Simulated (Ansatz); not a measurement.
# H2O on Mg(0001), hcp start, 2x2 cell: work function, bands and core levels, part 3 of 5

Aim: how the adsorbate changes the work function, the valence spectrum and the core levels in H2O on Mg(0001), hcp start, 2x2 cell.

Ansatz 0.2.0; DFT, PBE, plane-wave PAW, default files, scalar-relativistic.

So far, work function, upper face (eV): step 2 (the clean face) 3.76; step 3 (relaxing the atoms) 3.05.

### 4. Layer-resolved bands, DOS and potential (continued)

A(k,E), total over k along the path and E. Zero: Fermi level.

Ten even steps from '_' (0.02 eV⁻¹) to '@' (4.38 eV⁻¹), each cell a mean:
```
....++..--==::::..::++**++**++==....==::==....==--::--**==::
--++==::**==....::..__..........::::..==....--....____::++==
**++::@@++..::..__::--::::::--::..__::::::--::::::--++====++
::::##**::____::::____......____..::....----..====--::::..--
--====......____..--::______..::::______**----________--**--
--++++::__....______..::----::________::..==--....--++++==--
@@##::....__::::__________________..::____::::****==::__==@@
@@--::__....__..::..____________::::____::----..____..++++@@
..::..::__::..____::--::....::--..____::__..==--==****++**::
__........__::..______..::....______::..__::--++++==**++..__
__..--..::..__::::______________..::..__....::****++..______
____::::..::____..--..______..::::____......--______________
______--::..::______..::----::______......--..______________
______..--..__::..________________::..__--..________________
________..--..__::::__________..--..__::::__________________
__________::::::__..----------::__..::--..__________________
____________::::::..____________::::::..____________________
______________--::::::::::::::--::::::______________________
______________..----::::--::::--==::________________________
__________________..----------::____________________________
____________________________________________________________
____________________________________________________________
```
Columns: k along the path (Å⁻¹) from 0 to 3.11; rows upwards: E (eV) from -7.7 to 3.60.

A(k,E), top over k along the path and E. Zero: Fermi level.

Values in eV⁻¹, 12 rows by 16 columns, each cell a mean:
```
0.37 0.53 0.64 0.42 0.45 0.45 0.51 0.51 0.41 0.47 0.64 0.28 0.39 0.29 0.48 0.50
0.59 0.78 0.37 0.36 0.31 0.47 0.48 0.47 0.38 0.37 0.34 0.42 0.42 0.51 0.46 0.52
0.52 0.40 0.21 0.11 0.30 0.43 0.37 0.41 0.43 0.15 0.26 0.47 0.28 0.15 0.47 0.58
0.87 0.30 0.16 0.24 0.12 0.07 0.15 0.11 0.05 0.22 0.15 0.34 0.52 0.59 0.36 0.83
0.32 0.30 0.17 0.13 0.23 0.29 0.23 0.26 0.30 0.13 0.21 0.26 0.46 0.59 0.67 0.35
0.07 0.23 0.24 0.18 0.16 0.06 0.12 0.09 0.07 0.24 0.14 0.26 0.44 0.32 0.17 0.04
0.02 0.17 0.25 0.21 0.14 0.26 0.25 0.25 0.24 0.09 0.26 0.29 0.07 0.04 0.03 0.02
0.02 0.04 0.24 0.23 0.27 0.06 0.05 0.05 0.14 0.28 0.26 0.12 0.01 0.01 0.02 0.02
0.02 0.02 0.08 0.27 0.19 0.30 0.31 0.31 0.23 0.26 0.18 0.04 0.03 0.02 0.02 0.02
0.15 0.15 0.16 0.23 0.38 0.37 0.29 0.31 0.41 0.31 0.19 0.14 0.14 0.14 0.15 0.15
0.08 0.09 0.09 0.10 0.18 0.31 0.40 0.37 0.26 0.13 0.10 0.10 0.10 0.10 0.09 0.08
0.20 0.19 0.19 0.19 0.19 0.20 0.21 0.21 0.20 0.19 0.19 0.19 0.19 0.19 0.20 0.20
```
Columns: k along the path (Å⁻¹) from 0 to 3.11; rows upwards: E (eV) from -7.7 to 3.60.

A(k,E), middle over k along the path and E. Zero: Fermi level.

Values in eV⁻¹, 12 rows by 16 columns, each cell a mean:
```
0.38 0.52 0.68 0.21 0.09 0.10 0.12 0.11 0.09 0.17 0.46 0.22 0.31 0.23 0.48 0.52
0.72 0.80 0.59 0.15 0.09 0.10 0.10 0.10 0.08 0.14 0.33 0.35 0.34 0.46 0.55 0.61
0.41 0.61 0.20 0.08 0.11 0.15 0.13 0.14 0.16 0.06 0.32 0.46 0.25 0.13 0.51 0.54
1.06 0.50 0.15 0.19 0.09 0.03 0.05 0.04 0.03 0.17 0.13 0.40 0.52 0.59 0.34 0.77
0.79 0.27 0.16 0.11 0.18 0.23 0.18 0.20 0.24 0.10 0.19 0.38 0.38 0.39 0.71 1.08
0.16 0.27 0.21 0.16 0.15 0.04 0.09 0.07 0.05 0.21 0.12 0.26 0.88 0.99 0.65 0.07
0.02 0.38 0.22 0.19 0.12 0.23 0.22 0.23 0.22 0.08 0.24 0.33 0.22 0.07 0.03 0.02
0.01 0.07 0.37 0.20 0.25 0.05 0.04 0.04 0.12 0.26 0.22 0.34 0.02 0.01 0.01 0.01
0.01 0.01 0.22 0.37 0.17 0.27 0.28 0.28 0.21 0.22 0.42 0.05 0.01 0.01 0.01 0.01
0.00 0.00 0.01 0.28 0.41 0.24 0.20 0.21 0.29 0.46 0.11 0.01 0.00 0.00 0.00 0.00
0.00 0.00 0.01 0.02 0.22 0.47 0.50 0.49 0.42 0.06 0.01 0.00 0.00 0.00 0.00 0.00
0.00 0.00 0.00 0.01 0.01 0.03 0.06 0.05 0.02 0.01 0.00 0.00 0.00 0.00 0.00 0.00
```
Columns: k along the path (Å⁻¹) from 0 to 3.11; rows upwards: E (eV) from -7.7 to 3.60.

A(k,E), bottom over k along the path and E. Zero: Fermi level.

Ten even steps from '_' (0.00 eV⁻¹) to '@' (1.96 eV⁻¹), each cell a mean:
```
....==..--==::..__..::::::::::::____--::--....==--::::++==::
--====::**--____::..____________......==....==....____::++--
++==::@@==__::..__..::::....::::..__..::..::::::--==++==--==
::..##++::____....______..________::....----..====--::::..::
::====......____..::..______..::::______++----________--++::
--++==::__....______..::::::..________::..==--....::======--
@@**::..::__..::__________________..::____::::==++==..__==@@
%%--::__....__..::______________::::____--::::..____..++++%%
..::....__::..____::::::....::::..____::....----==****++++::
__........__::..______..::....______::..__..--++++==++==..__
__..::....____::::______________..--..__....::++++==..______
____::--__..____..--::______..--::____....::--______________
______::::__::______::------::..____......--..______________
________--..__::..________________....__--..________________
________..--..__::::__________..::..__--::__________________
__________::::::__..::::::::::..__..::::..__________________
____________::::--..____________::::::..____________________
______________::::::::::..::::--::::..______________________
________________::::::::::::::::::..________________________
__________________..::::::::::::____________________________
____________________________________________________________
____________________________________________________________
```
Columns: k along the path (Å⁻¹) from 0 to 3.11; rows upwards: E (eV) from -7.7 to 3.60.

Peaks of A(k,E) at the labelled points: for each region the eleven nearest the zero at most, each over 6 % of that point's highest, less those above the energy where the solved bands run out; weight and spread sum the levels within three half widths or 0.3 eV, so near peaks share levels. Peaks of the spectral function, the first 40 of 103 rows:

```
point  weight on  E (eV)  A (1/eV)  weight near the peak  rms spread of levels (eV)
    K      total   -7.64      0.82                 0.256                          0
    K      total    -5.8     0.718                 0.222                          0
    K      total   -0.26     9.337                 2.992                      0.021
    K      total     0.4     9.449                 3.027                      0.031
    K      total    1.54     3.421                 0.992                          0
    K      total     2.2     5.182                 1.956                      0.066
    K      total    3.08     3.299                 0.974                          0
    K        top   -7.64     0.816                 0.256                          0
    K        top    -5.8     0.712                 0.222                          0
    K        top   -0.26      1.01                 0.305                      0.022
    K        top    0.42     3.305                 1.095                      0.041
    K        top    1.54     1.179                 0.346                          0
    K        top    2.18      1.33                 0.555                      0.078
    K        top    3.08     0.782                 0.224                          0
    K        top    3.58      0.36                 0.246                      0.175
    K     middle   -0.24     4.706                 1.541                      0.022
    K     middle     0.4     1.778                 0.541                      0.024
    K     middle    1.54     0.987                 0.283                          0
    K     middle     2.2     1.927                 0.735                      0.066
    K     middle    3.08     0.985                 0.291                          0
    K     bottom   -0.26     3.628                 1.144                      0.019
    K     bottom     0.4     4.411                 1.389                      0.019
    K     bottom    1.54     1.254                 0.362                          0
    K     bottom     2.2     1.923                 0.666                      0.054
    K     bottom    3.08      1.53                 0.459                          0
    Γ      total   -7.62     0.798                 0.237                          0
    Γ      total   -6.58     3.217                 0.985                          0
    Γ      total   -5.98     2.443                   0.7                          0
    Γ      total   -5.58     2.153                 0.614                          0
    Γ      total   -4.46     3.061                 0.946                          0
    Γ      total   -2.76     3.122                 0.972                          0
    Γ      total   -1.06     3.064                  0.98                      0.019
    Γ      total    0.88      2.95                  0.91                          0
    Γ      total    2.12     2.789                 0.956                       0.07
    Γ      total     3.2     3.569                 1.863                      0.105
    Γ      total     3.4     3.618                 1.946                      0.122
    Γ        top   -7.62     0.757                 0.236                          0
    Γ        top   -6.58     0.459                  0.13                          0
    Γ        top   -5.98     1.162                 0.347                          0
    Γ        top   -5.58     0.742                 0.207                          0
```

The DOS has structure finer than the step of the table below, so its rows give means over 1 eV, whole bins alone (the curve runs from -25.1 to 3.98 eV). Peaks (eV: height): total -0.9: 11.5, 1.2: 11.8, 1.8: 10.2, 2.3: 15.5; Mg 3s -4.0: 6.97, -2.8: 6.63, -1.7: 6.97, -0.9: 5.37; Mg 3p* -0.1: 6.77, 1.3: 8.28, 1.7: 8.68, 2.3: 12.6; O 2p -10.8: 4.82, -7.6: 5.89, -5.8: 4.93; H 1s -23.1: 1.61, -10.8: 1.91, 2.5: 0.494, 3.2: 0.396.

* holds the states left over by the projection beside any projected weight of its own. Table of DOS by E, zero at the Fermi level; means over each step; values in states/eV/cell:

```
E (eV)    total    Mg 3s   Mg 3p*     O 2p     H 1s     O 2s
   -24  0.00699   4.0e-5        0   2.1e-4  0.00163  0.00504
   -23     1.99   0.0113   7.1e-5   0.0588    0.465     1.44
   -22        0        0        0        0        0        0
   -21        0        0        0        0        0        0
   -20        0        0        0        0        0        0
   -19        0        0        0        0        0        0
   -18        0        0        0        0        0        0
   -17        0        0        0        0        0        0
   -16        0        0        0        0        0        0
   -15        0        0        0        0        0        0
   -14        0        0        0        0        0        0
   -13        0        0        0        0        0        0
   -12        0        0        0        0        0        0
   -11     2.00  0.00101   0.0393     1.40    0.554        0
   -10  0.00273        0   5.4e-5  0.00192   7.6e-4        0
    -9        0        0        0        0        0        0
    -8     1.71   0.0553   0.0242     1.39   0.0895    0.149
    -7    0.455    0.166  0.00480    0.243   0.0155   0.0260
    -6     3.66     1.99   0.0331     1.61  0.00564   0.0271
    -5     3.29     3.02   0.0609    0.212   3.3e-4  0.00108
    -4     4.46     4.18    0.214   0.0620   5.8e-4  0.00292
    -3     5.00     4.44    0.513   0.0339  0.00487  0.00527
    -2     6.53     5.08     1.40   0.0293   0.0152  0.00889
    -1     7.19     3.34     3.75   0.0220   0.0609   0.0147
     0     7.01     1.98     4.93   0.0177   0.0751   0.0149
     1     8.98     2.51     6.13   0.0420    0.254   0.0436
     2     10.4     1.41     8.48   0.0604    0.367   0.0553
     3     10.0    0.805     8.80   0.0645    0.321   0.0374
```

This run's widths, added to any smearing of the DOS itself: Gaussian 0.45 eV, Lorentzian 0.2 eV plus 0.08 an eV of depth. The intensity by binding energy, zero at the Fermi level; values in % of the maximum within 13 eV:

```
binding energy (eV)  21.2 eV  100 eV  1253.6 eV  1486.7 eV  8047.8 eV
                 -1     1.40    1.45       3.50       3.46       3.28
                  0     10.4    10.6       33.3       32.8       30.5
                  1     19.1    20.2       82.2       81.7       79.3
                  2     18.9    20.2       98.8       98.9       98.9
                  3     18.4    19.2       90.9       91.0       91.7
                  4     21.3    21.8       81.6       81.7       82.3
                  5     38.5    38.4       60.7       60.3       59.1
                  6     89.4    89.5       47.5       45.6       39.2
                  7     45.7    46.5       21.3       19.9       14.4
                  8     62.3    63.4       21.5       19.5       11.0
                  9     16.8    15.3       5.23       4.78       3.03
                 10     29.9    22.5       4.16       3.62       1.80
                 11     74.3    53.2       6.50       5.29       1.55
                 12        -    13.4       2.54       2.21       1.07
                 13        -    4.94       1.68       1.53      0.926
                 14        -    2.85       1.52       1.41      0.894
                 15        -    2.08       1.57       1.47      0.937
                 16        -    1.80       1.79       1.67       1.06
                 17        -    1.78       2.20       2.06       1.28
                 18        -    2.01       2.93       2.74       1.68
                 19        -    2.60       4.26       3.98       2.41
                 20        -    3.93       6.93       6.48       3.88
                 21        -    7.21       13.3       12.4       7.40
                 22        -    16.7       31.6       29.5       17.5
                 23        -    34.6       65.7       61.4       36.4
                 24        -    22.4       42.5       39.7       23.6
                 25        -    9.08       17.1       16.0       9.49
```

Maxima picked by a test of local sharpness, so broad peaks and shoulders can be missing; peaks within 0.45 eV of a curve's cut are left out. Valence peaks, by row:

```
photon energy (eV)  binding energy (eV)  height (% of the maximum within 13 eV)  main shell  its share (%)
              21.2                  7.6                                   87.39        O 2p          92.09
              21.2                  5.8                                     100        O 2p          93.28
              21.2                  1.9                                   19.06       Mg 3s          71.66
              21.2                  0.9                                   19.54       Mg 3s             53
               100                23.15                                   35.31        O 2s          93.57
               100                10.85                                   55.72        O 2p             96
               100                  7.6                                    89.5        O 2p          88.62
               100                  5.8                                     100        O 2p          91.93
               100                 1.85                                   20.42       Mg 3s          68.26
               100                  0.9                                   20.51       Mg 3s          51.59
              1254                23.15                                   67.08        O 2s          99.42
              1254                10.85                                   6.784        O 2p          73.33
              1254                  7.6                                   30.55        O 2s          58.83
              1254                  3.9                                   82.49       Mg 3s          97.43
              1254                  2.7                                   94.67       Mg 3s          97.29
              1254                 1.85                                     100       Mg 3s          96.39
              1254                 1.05                                   82.58       Mg 3s          92.35
              1487                23.15                                    62.7        O 2s          99.45
              1487                10.85                                    5.52        O 2p          68.77
              1487                  7.6                                   27.63        O 2s          60.82
              1487                  3.9                                   82.59       Mg 3s          97.81
              1487                 2.75                                   94.81       Mg 3s          97.68
              1487                  1.9                                     100       Mg 3s          96.93
              1487                 1.05                                   82.08       Mg 3s          93.37
              8048                23.15                                   37.22        O 2s          99.48
              8048                 7.55                                   15.66        O 2s          62.78
              8048                  3.9                                   83.19       Mg 3s          99.22
              8048                 2.75                                   95.45       Mg 3s           99.1
              8048                  1.9                                     100       Mg 3s           98.9
              8048                 1.05                                   79.99       Mg 3s           97.8
```

The planar mean, electrostatic potential oscillates, so the rows of the table below give means over windows of 2.86 Å about each position, cut where the curve ends. Its maxima inside the range that stand out by 2 % of the span (Å: eV): 1.9: 3.80, 8.8: 0.913, 11.4: 1.05, 14.0: 1.09, 17.1: 2.35. Its minima: 7.5: -11.9, 10.1: -11.8, 12.8: -11.7, 15.4: -11.3, 18.0: -0.508.

From the Fermi level. The planar mean, electrostatic potential by z; means over each step:

```
z (Å)  planar mean, electrostatic potential (eV)
 1.43                                       3.64
 4.29                                       3.69
 7.15                                      -3.38
10.01                                      -3.65
12.87                                      -3.63
15.73                                      -3.46
18.59                                       1.92
21.45                                       3.05
24.31                                       3.09
```

[end of part 3 of 5]

[Logs are printed without paths, hosts, clocks, repeated set-up lines and the standing remarks that a program may print on its own settings, such as how far it seeks lower states.]

[Hosts, paths, dates, database ids (printed as entryN), source tags and the programs' standing remarks are cut or masked in the printed files.]

[Maps of the electrostatic potential energy from Ansatz leave out the sawtooth potential of an applied field or a dipole correction, so their vacuum need not be flat; work functions include it.]
